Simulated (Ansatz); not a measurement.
# LaGaO3 (Pm-3m): following an unstable mode, part 2 of 2

Which phase does LaGaO3 (Pm-3m) fall into along its unstable mode, and how much energy does it gain?

Ansatz 0.2.0; DFT PBEsol, scalar-relativistic, plane waves, PAW; PAW set soft_1.

So far, highest frequency on path, mesh or solved points (cm⁻¹): step 2 (the dispersion) 790. Also lowest frequency on the path (cm⁻¹): step 2 -213.

### 4. The mode frozen in, largest atomic shift 0.32 Å

The atoms are moved along the unstable eigenvector, the largest shift by 0.32 Å, with the cell fixed.

Contents of input.yaml:

```yaml
crystal:
  lattice:
    - [-3.8649841263, 0.0, 0.0]
    - [0.0, -3.8649841263, -3.8649841263]
    - [0.0, -3.8649841263, 3.8649841263]
  atoms:
    - { symbol: La, position: [0.5, 0.0, 0.5] }
    - { symbol: La, position: [0.5, 0.5, 0.0] }
    - { symbol: Ga, position: [0.0, 0.5, 0.5] }
    - { symbol: Ga, position: [0.0, 0.0, 0.0] }
    - { symbol: O, position: [0.0, 0.291397324, 0.208602676] }
    - { symbol: O, position: [0.0, 0.708602676, 0.791397324] }
    - { symbol: O, position: [0.0, 0.208602676, 0.708602676] }
    - { symbol: O, position: [0.0, 0.791397324, 0.291397324] }
    - { symbol: O, position: [0.5, 0.5, 0.5] }
    - { symbol: O, position: [0.5, 0.0, 0.0] }
kpoints:
  mp_grid: { grid: [6, 4, 4] }
hamiltonian:
  xc: pbesol
  pseudopotentials: { kind: paw, azcp: { folder: soft_1 }, xc_functional: pbe }
scf:
  occupations: { method: gaussian, width: 0.02 }
output:
  forces: true
  stress: true
  eigenvalues: true
```

Run with:

```
$ ansatz run input.yaml --threads 4 --pin off --max-ram 10240MiB --backend cpu --events-out ev --progress --plain --runs-dir out
```

Log:

```text
[...]
Crystal: 10 atoms, lattice volume = 115.471 Å³
Basis set: ecut = 420 eV, 2273 PW (Γ), exchange–correlation on 54×80×80 points (8 copies of the dense FFT grid, shifted against one another)
Bands: 52, of which v1, the nominal top of the filled ones, is band 42 counted from 1 (41 counted from 0)
Symmetry: 16 space group operations
[...]
k-points: 24 of 96
[...]
k-point 0: bands = [... 38 lower, 11.1357, 11.2656, 11.2709, 11.2709, 14.9742, 15.1636, 15.9178, 15.9178, ... 6 higher]
  k-point 1: bands = [... 38 lower, 10.8016, 11.0577, 11.0900, 11.2679, 15.3951, 15.8299, 15.8934, 15.9393, ... 6 higher]
  k-point 2: bands = [... 38 lower, 10.5930, 10.5930, 11.2235, 11.2235, 15.8294, 15.8294, 16.0135, 16.0135, ... 6 higher]
  k-point 23: bands = [... 38 lower, 11.2664, 11.2664, 11.3256, 11.3256, 15.8468, 15.8468, 15.9689, 15.9689, ... 6 higher]
[key lines of the parts left out:]
SCF converged after 9 iterations
Free energy (F): -23186.477270 eV
Fermi energy:    13.239319 eV
P = ⅓ Tr σ = 1.4074 GPa (14.074 kbar)
```

The job ended after 3.5 s (4 threads of Arm Neoverse V1, shared host; peak memory 0.55 GiB).

A gap read on the k-mesh alone can miss the band edges.

This step gave:

```
pressure                         : 1.407 GPa
gap on the k-mesh                : 3.470 eV
energy from the undistorted cell : -20.49 meV/atom
```

The energy, extrapolated to zero smearing, is -20.49 meV/atom against the undistorted cell.

### 5. Energy along the mode, all amplitudes (two of the runs are shown above)

An imaginary frequency means negative curvature, so the energy should fall and then rise again as anharmonic terms take over.

Numbers from this step:

| Quantity | Value |
| --- | --- |
| depth at the lowest point sampled | 20.49 meV/atom |
| largest atomic shift at that point | 0.32 Å |

The energy from the parent by largest atomic shift:

```csv
largest atomic shift (Å),energy from the parent (meV/atom)
0.000,0
0.040,-0.574
0.080,-2.24
0.140,-6.40
0.220,-13.5
0.320,-20.5
0.450,-14.2
0.600,40.5
```

Displacement at unit largest shift by atom:

```csv
atom,x (Å),y (Å),z (Å),size
La1,0.00,0.00,0.00,0.00
La2,0.00,0.00,0.00,0.00
Ga3,0.00,0.00,0.00,0.00
Ga4,0.00,0.00,0.00,0.00
O5,0.00,0.00,-1.00,1.00
O6,0.00,0.00,1.00,1.00
O7,0.00,1.00,0.00,1.00
O8,0.00,-1.00,0.00,1.00
O9,0.00,0.00,0.00,0.00
O10,0.00,0.00,0.00,0.00
```

The lowest step is at 0.32 Å, 20.5 meV/atom below the parent, and the energy rises beyond it.

### 6. Relaxing from the distorted cell

Starting from the lowest point found, all atoms and the cell are let go, so that strain and other modes of the same symmetry can join in.

input.yaml: that of step 4 with these lines changed.

```diff
@@ -22,3 +22,3 @@
 scf:
-  occupations: { method: gaussian, width: 0.02 }
+  occupations: { method: fixed }
 output:
@@ -27 +27,6 @@
   eigenvalues: true
+relax:
+  adjacent_minimum: "off"
+  f_tol: 0.002
+  max_steps: 120
+  cell: { stress_tol: 0.03 }
```

Log:

```text
[...]
Crystal: 10 atoms, lattice volume = 115.471 Å³
Basis set: ecut = 420 eV, 2273 PW (Γ), exchange–correlation on 54×80×80 points (8 copies of the dense FFT grid, shifted against one another)
Bands: 52, of which v1, the nominal top of the filled ones, is band 42 counted from 1 (41 counted from 0)
Symmetry: 16 space group operations
[...]
k-points: 24 of 96
[...]
SCF iter   1: F=—  HF=-23187.396386 eV  |F-HF|=—  |Δ(HF+E_count)|=         —  Δρ=8.01e-2  dr2=4.64e0  ethr=3.10e-3  ⟨swp⟩=3.2  Hψ=4429  notcnv=0  defer=26
[...]
SCF iter   9: F=-23186.477270 eV  HF=-23186.477270 eV  |F-HF|=4.70e-9  |Δ(HF+E_count)|=   1.44e-7  Δρ=5.48e-6  dr2=3.17e-8  ethr=1.19e-10  ⟨swp⟩=14.6  Hψ=7143  notcnv=0
SCF 1 converged in 9 iterations: F = -23186.477270 eV  dr2 = 3.17e-8
[...]
relax step   1: F+E_penalty+E_count = -23186.47726958 eV  Δ(F+E_penalty+E_count) = +0.000e0 eV  max|allowed force component| = 9.216e-2 eV/Å  Δτ_max = 0.0000 Å  P = +1.407 GPa  Ω = 115.471 Å³  (9 SCF iters, dr2 threshold 1.00e-7 eV, accepted)
Crystal: 10 atoms, lattice volume = 115.991 Å³
[...]
iter 1 solved again at ethr=2.32e-6 eV; its pass at ethr=3.10e-3 eV (dr2=1.95e-3 eV) is discarded
[...]
SCF iter   5: F=-23186.494393 eV  HF=-23186.494393 eV  |F-HF|=7.91e-7  |Δ(HF+E_count)|=   2.01e-7  Δρ=3.10e-5  dr2=6.00e-7  ethr=1.19e-9  ⟨swp⟩=15.6  Hψ=8247  notcnv=0
SCF 2 converged in 5 iterations: F = -23186.494393 eV  dr2 = 6.00e-7
[...]
relax step   2: F+E_penalty+E_count = -23186.49439270 eV  Δ(F+E_penalty+E_count) = -1.712e-2 eV  max|allowed force component| = 7.543e-2 eV/Å  Δτ_max = 0.0173 Å  P = +0.539 GPa  Ω = 115.991 Å³  energy of the carried Pulay correction = -1.369e-3 eV  (5 SCF iters, dr2 threshold 1.00e-6 eV, accepted)
Crystal: 10 atoms, lattice volume = 115.918 Å³
Basis set: ecut = 420 eV, 2297 PW (Γ), exchange–correlation on 54×80×80 points (8 copies of the dense FFT grid, shifted against one another)
[...]
SCF iter   6: F=-23186.505950 eV  HF=-23186.505950 eV  |F-HF|=1.62e-7  |Δ(HF+E_count)|=   2.14e-6  Δρ=2.19e-5  dr2=2.17e-7  ethr=1.19e-9  ⟨swp⟩=17.4  Hψ=8931  notcnv=0
SCF 3 converged in 6 iterations: F = -23186.505950 eV  dr2 = 2.17e-7
relax step   3: F+E_penalty+E_count = -23186.50594998 eV  Δ(F+E_penalty+E_count) = -1.156e-2 eV  max|allowed force component| = 5.606e-2 eV/Å  Δτ_max = 0.0565 Å  P = +0.897 GPa  Ω = 115.918 Å³  energy of the carried Pulay correction = -1.176e-3 eV  (6 SCF iters, dr2 threshold 1.00e-6 eV, accepted)
[...]
relax step   4: F+E_penalty+E_count = -23186.50713256 eV  Δ(F+E_penalty+E_count) = -1.183e-3 eV  max|allowed force component| = 4.344e-3 eV/Å  Δτ_max = 0.0170 Å  P = -0.365 GPa  Ω = 116.600 Å³  energy of the carried Pulay correction = -2.964e-3 eV  (5 SCF iters, dr2 threshold 1.00e-6 eV, accepted)
[...]
relax step   5: F+E_penalty+E_count = -23186.50793439 eV  Δ(F+E_penalty+E_count) = -8.018e-4 eV  max|allowed force component| = 1.127e-3 eV/Å  Δτ_max = 0.0010 Å  P = -0.008 GPa  Ω = 116.391 Å³  energy of the carried Pulay correction = -2.416e-3 eV  (4 SCF iters, dr2 threshold 3.43e-7 eV, accepted)
[...]
relax step   6: F+E_penalty+E_count = -23186.51088024 eV  Δ(F+E_penalty+E_count) = -2.946e-3 eV  max|allowed force component| = 1.128e-3 eV/Å  Δτ_max = 0.0000 Å  P = +0.037 GPa  Ω = 116.391 Å³  stress off target by 1.45e-1 GPa  SCF on the basis re-selected at this cell (its energy is not comparable with the rows above)  (6 SCF iters)
[...]
relax step   7: F+E_penalty+E_count = -23186.51086945 eV  Δ(F+E_penalty+E_count) = +1.078e-5 eV  max|allowed force component| = 1.780e-4 eV/Å  Δτ_max = 0.0004 Å  P = +0.000 GPa  Ω = 116.408 Å³  energy of the carried Pulay correction = -4.441e-5 eV  (4 SCF iters, dr2 threshold 5.26e-8 eV, accepted)
[...]
SCF iter   6: F=-23186.510911 eV  HF=-23186.510911 eV  |F-HF|=1.09e-11  |Δ(HF+E_count)|=  3.27e-11  Δρ=7.15e-8  dr2=4.85e-12  ethr=1.00e-12  ⟨swp⟩=14.2  Hψ=6473  notcnv=0
SCF 8 converged in 6 iterations: F = -23186.510911 eV  dr2 = 4.85e-12
relax step   8: F+E_penalty+E_count = -23186.51091061 eV  Δ(F+E_penalty+E_count) = -4.116e-5 eV  max|allowed force component| = 1.710e-4 eV/Å  Δτ_max = 0.0000 Å  P = +0.001 GPa  Ω = 116.408 Å³  stress off target by 8.60e-3 GPa  SCF on the basis re-selected at this cell (its energy is not comparable with the rows above)  (6 SCF iters)
[...]
SCF converged after 6 iterations
Free energy (F): -23186.510911 eV
[...]
Internal energy: -23186.510911 eV  (E = F + TS)
E sigma→0 (E₀):  -23186.510911 eV
Fermi energy:    11.394552 eV
[...]
--- Forces (eV/Å), atoms counted from 1 ---
  atom   1  La    -0.00000000     0.00000000     0.00000000
  atom   2  La     0.00000000     0.00000000     0.00000000
  atom   3  Ga     0.00000000     0.00000000     0.00000000
  atom   4  Ga    -0.00000000    -0.00000000     0.00000000
  atom   5  O     -0.00000000    -0.00000000     0.00017097
  atom   6  O      0.00000000     0.00000000    -0.00017097
  atom   7  O      0.00000000    -0.00017097     0.00000000
  atom   8  O     -0.00000000     0.00017097    -0.00000000
  atom   9  O      0.00000000     0.00000000    -0.00000000
  atom  10  O      0.00000000     0.00000000    -0.00000000
  max |Σ_I F_I| component: 1.95e-18 eV/Å
--- Stress (GPa, compression-positive) ---
        0.008596      -0.000000      -0.000000
       -0.000000      -0.003491      -0.000000
       -0.000000      -0.000000      -0.003491
  P = ⅓ Tr σ = 0.0005 GPa (0.005 kbar)
--- Band table (eV; the first three rows and the last of 24) ---
  k-point 0: bands = [... 38 lower, 10.9597, 11.1553, 11.1562, 11.1562, 14.7224, 14.9178, 15.8454, 15.8454, ... 6 higher]
  k-point 1: bands = [... 38 lower, 10.6318, 10.8547, 10.9875, 11.1388, 15.1715, 15.6261, 15.8405, 15.8705, ... 6 higher]
  k-point 2: bands = [... 38 lower, 10.5115, 10.5115, 11.0606, 11.0606, 15.7102, 15.7102, 15.9578, 15.9578, ... 6 higher]
  k-point 23: bands = [... 38 lower, 10.9951, 10.9951, 11.1237, 11.1237, 15.7278, 15.7278, 15.9347, 15.9347, ... 6 higher]
--- Relaxed structure (6 steps of the walk, 6 accepted, 2 SCFs on fresh bases) ---
  F+E_penalty+E_count = -23186.51091061 eV   max|allowed force component| = 1.710e-4 eV/Å   (the final SCF, on the basis selected at the relaxed cell)
  cell:  # Å, volume = 116.4084 Å³
    - [-3.933125, 0, 0]
    - [0, -3.846877, -3.846877]
    - [0, -3.846877, 3.846877]
  atoms:
    - { symbol: La, position: [0.5, 0.0, 0.5] }
    - { symbol: La, position: [0.5, 0.5, 0.0] }
    - { symbol: Ga, position: [0, 0.5, 0.5] }
    - { symbol: Ga, position: [0, 0, 0] }
    - { symbol: O, position: [0, 0.298921, 0.201079] }
    - { symbol: O, position: [0, 0.701079, 0.798921] }
    - { symbol: O, position: [0, 0.201079, 0.701079] }
    - { symbol: O, position: [0, 0.798921, 0.298921] }
    - { symbol: O, position: [0.5, 0.5, 0.5] }
    - { symbol: O, position: [0.5, 0, 0] }
```

The job ended after 25 s (4 threads; peak memory 0.57 GiB; 94 s of CPU time).

Step by step:

| step | energy less that of the first step (eV) | largest force component (eV/Å) | pressure (GPa) | volume (Å³) |
| --- | --- | --- | --- | --- |
| 1 | 0.0000 | 0.0922 | 1.41 | 115.47 |
| 2 | -0.0171 | 0.0754 | 0.54 | 115.99 |
| 3 | -0.0287 | 0.0561 | 0.90 | 115.92 |
| 4 | -0.0299 | 0.0043 | -0.36 | 116.60 |
| 5 | -0.0307 | 0.0011 | -0.01 | 116.39 |
| 6* | -0.0336 | 0.0011 | 0.04 | 116.39 |
| 7 | -0.0336 | 0.0002 | 0.00 | 116.41 |
| 8* | -0.0336 | 0.0002 | 0.00 | 116.41 |

Relaxation steps marked * repeat the geometry before them on a plane-wave basis chosen anew for their cell, so energy and pressure can jump there.

Forces are held to the 16 operations that the program found; a distortion that breaks them can't arise in this run.

```csv
cell as run,before,after,change
a (Å),3.865,3.933,+1.8 %
b (Å),5.466,5.440,-0.5 %
c (Å),5.466,5.440,-0.5 %
volume (Å³/atom),11.55,11.64,+0.8 %
```

The atoms that moved most (Å, as changes of fractional coordinates times the final cell):

| atom | dx | dy | dz | length |
| --- | --- | --- | --- | --- |
| O7 | 0.000 | 0.058 | 0.000 | 0.058 |
| O8 | 0.000 | -0.058 | 0.000 | 0.058 |
| O5 | 0.000 | 0.000 | -0.058 | 0.058 |
| O6 | 0.000 | 0.000 | 0.058 | 0.058 |

Numbers from this step:

- pressure: 5.38e-4 GPa
- gap on the k-mesh: 3.328 eV
- volume per atom: 11.64 Å³

The distorted start has space group P4/mbm; the relaxation ends in P4/mbm.

### 7. The new phase in its own primitive cell

The relaxed structure is symmetrised, reduced to its primitive cell and relaxed tightly, as its phonons need.

Contents of input.yaml:

```yaml
crystal:
  lattice:
    - [5.4403057065, 0.0, 0.0]
    - [0.0, 5.4403057065, 0.0]
    - [0.0, 0.0, 3.9331250959]
  atoms:
    - { symbol: La, position: [0.0, 0.5, 0.5] }
    - { symbol: La, position: [0.5, 0.0, 0.5] }
    - { symbol: Ga, position: [0.5, 0.5, 0.0] }
    - { symbol: Ga, position: [0.0, 0.0, 0.0] }
    - { symbol: O, position: [0.2989213429, 0.2010786571, 0.0] }
    - { symbol: O, position: [0.7010786571, 0.7989213429, 0.0] }
    - { symbol: O, position: [0.2010786571, 0.7010786571, 0.0] }
    - { symbol: O, position: [0.7989213429, 0.2989213429, 0.0] }
    - { symbol: O, position: [0.5, 0.5, 0.5] }
    - { symbol: O, position: [0.0, 0.0, 0.5] }
kpoints:
  mp_grid: { grid: [4, 4, 6] }
hamiltonian:
  xc: pbesol
  pseudopotentials: { kind: paw, azcp: { folder: soft_1 }, xc_functional: pbe }
scf:
  occupations: { method: fixed }
output:
  forces: true
  stress: true
  eigenvalues: true
relax:
  adjacent_minimum: "off"
  f_tol: 0.001
  max_steps: 60
  cell: { stress_tol: 0.01 }
```

Log:

```text
[...]
Crystal: 10 atoms, lattice volume = 116.408 Å³
Basis set: ecut = 420 eV, 2313 PW (Γ), exchange–correlation on 80×80×54 points (8 copies of the dense FFT grid, shifted against one another)
Bands: 52, of which v1, the nominal top of the filled ones, is band 42 counted from 1 (41 counted from 0)
Symmetry: 16 space group operations
[...]
k-points: 24 of 96
[...]
- { symbol: La, position: [0.5, 0.0, 0.500000] }
    - { symbol: Ga, position: [0.5, 0.5, 0.0] }
    - { symbol: Ga, position: [0.0, 0.0, 0.0] }
    - { symbol: O, position: [0.2989213429, 0.2010786571, 0.0] }
    - { symbol: O, position: [0.701079, 0.7989213429, 0.0] }
    - { symbol: O, position: [0.2010786571, 0.701079, 0.0] }
    - { symbol: O, position: [0.7989213429, 0.2989213429, 0.0] }
    - { symbol: O, position: [0.5, 0.5, 0.500000] }
    - { symbol: O, position: [0.0, 0.0, 0.500000] }
[key lines of the parts left out:]
SCF converged after 7 iterations
Free energy (F): -23186.510911 eV
Fermi energy:    11.394551 eV
P = ⅓ Tr σ = 0.0005 GPa (0.005 kbar)
```

The job ended after 7.8 s (4 threads; peak memory 0.56 GiB; 29 s of CPU time).

Little changed from the start: no atom moved by 0.005 Å and no cell edge by 0.1 %.

Read from the output:

```yaml
pressure: 5.35e-4 GPa
direct_gap_on_mesh: 3.566 eV
```

The largest force component left is 0.12 meV/Å and the pressure is 0.001 GPa, within the tolerances set. The cell now holds 11.64 Å³/atom.

### 8. The phases reached

The phases reached along the modes that were followed are set side by side.

Energies are those of the first relaxation, on the mesh of the frozen mode; space group, volume and gap are those of the last relaxation. Phases, by row:

```csv
mode frozen in,space group,energy from parent (meV/atom),volume (Å³/atom),gap on mesh (eV),lowest zone-centre optical mode (cm⁻¹),largest shift (Å)
parent,Pm-3m,0,11.55,3.347,–,–
"q = (-0.5, -0.5, -0.5), 213i cm⁻¹",I4/mcm,-43.07,11.63,3.454,-98.5,0.419
"q = (-0.5, -0.5, -0.5), 213i cm⁻¹",R-3c,-48.38,11.69,3.703,-13.5,0.361
"q = (-0.5, -0.5, -0.5), 213i cm⁻¹",Imma,-49.09,11.69,3.477,82.3,0.43
"q = (0, -0.5, -0.5), 175i cm⁻¹",P4/mbm,-23.85,11.64,3.328,–,0.376
```

### 9. What came out

```json
{
  "unstable mode of the parent": "q = (0, -0.5, -0.5), 175i cm⁻¹",
  "depth at the lowest point sampled": "20.5 meV/atom",
  "largest atomic shift at that point": "0.32 Å",
  "space group reached": "P4/mbm",
  "energy gained over the parent (first relaxation, on the mesh of the frozen mode)": "23.9 meV/atom",
  "volume per atom, phase reached": "11.6 Å³",
  "gap on the k-mesh, phase reached": "3.33 eV"
}
```

In words: Along this mode the structure falls into P4/mbm, 23.9 meV/atom below the parent. At the parent's cell the well is 20.49 meV/atom deep on the steps tried, with its lowest point at a shift of 0.32 Å. Relaxing atoms and cell changes the gain by +3.36 meV/atom against the lowest step (energies at zero smearing). The modes of the phase reached were not computed. Of the 4 patterns followed from this parent, this one ends 25.2 meV/atom above the lowest, Imma. Each path keeps the symmetry of its pattern, so a lower phase may lie along a pattern not tried. Spin-orbit coupling is left out, which can matter for the heavy elements here. The PAW files were made for PBE and serve the other functionals too.

[Long decimals in the printed logs are rounded to 6 places.]

[Logs are printed without paths, hosts, clocks, repeated set-up lines and the standing remarks that a program may print on its own settings, such as how far it seeks lower states.]

[Hosts, paths, dates, database ids (printed as entryN), source tags and the programs' standing remarks are cut or masked in the printed files.]

[Where the starting crystal was built by hand or by swapping elements, it need not be the compound's stable phase.]
